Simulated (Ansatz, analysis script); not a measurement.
Some values are withheld and marked by numbers in brackets.

### MnS (Browneite): spin spirals and exchange

It takes space group F-43m (No. 216, cubic). The conventional cell has a = 5.600 Å, b = 5.600 Å, c = 5.600 Å, α = 90.00°, β = 90.00°, γ = 90.00°. Nearest to Mn lie 4 S at 2.42 Å. Nearest to S lie 4 Mn at 2.42 Å. Farther neighbours and most contacts between anions are not listed.

```
Mn S
1.0
     0.00000    2.80000    2.80000
     2.80000    0.00000    2.80000
     2.80000    2.80000    0.00000
Mn S
1 1
Direct
  0.00000 0.00000 0.00000
  0.25000 0.25000 0.25000
```

```yaml
method: PBEsol, PAW set soft_1 (files made for PBE); spin spirals by the generalised Bloch theorem, no spin–orbit coupling (and 2 further levels or steps)
program: Ansatz 0.2.0 and analysis script 1
settings_of_one_run: cutoff 420 eV, 12×12×12 k-mesh, Fermi-Dirac occupations, smearing width 0.05 eV, cone angle 90 °, wavevectors 10, starting moments 4.13 0 μB
notes: No spin model is given, since the independent points are too few for the number of shells that the script fitted. Without a U, semilocal functionals delocalise the d or f electrons of such compounds, which shrinks moments, overestimates superexchange, narrows or closes the gap and can change the order. In doubt: the program’s search for lower states was switched off, so a lower magnetic state than those reached may exist.
lowest_point_of_the_path: [1]
highest_point: 0 meV a magnetic atom
```

Fill in the bracketed values.

[1] lowest point of the path (MnS (Browneite)): q = (-0.5, -0.5, 0), -293 meV a magnetic atom from q = 0. The state at q = (-0.5, -0.5, 0) lies 293 meV a magnetic atom below the ferromagnetic start, so that start is not the lowest state; a flat spiral with q made of halves, on one magnetic atom a cell, is a collinear order of a doubled cell.

[Logs and program files are shortened in this print: banners, set-up blocks, solver, clock and traceback lines can be left out without a mark of their own.]

[Logs are printed without paths, hosts, clocks, repeated set-up lines and the standing remarks that a program may print on its own settings, such as how far it seeks lower states.]

[Hosts, paths, dates, database ids (printed as entryN), source tags and the programs' standing remarks are cut or masked in the printed files.]
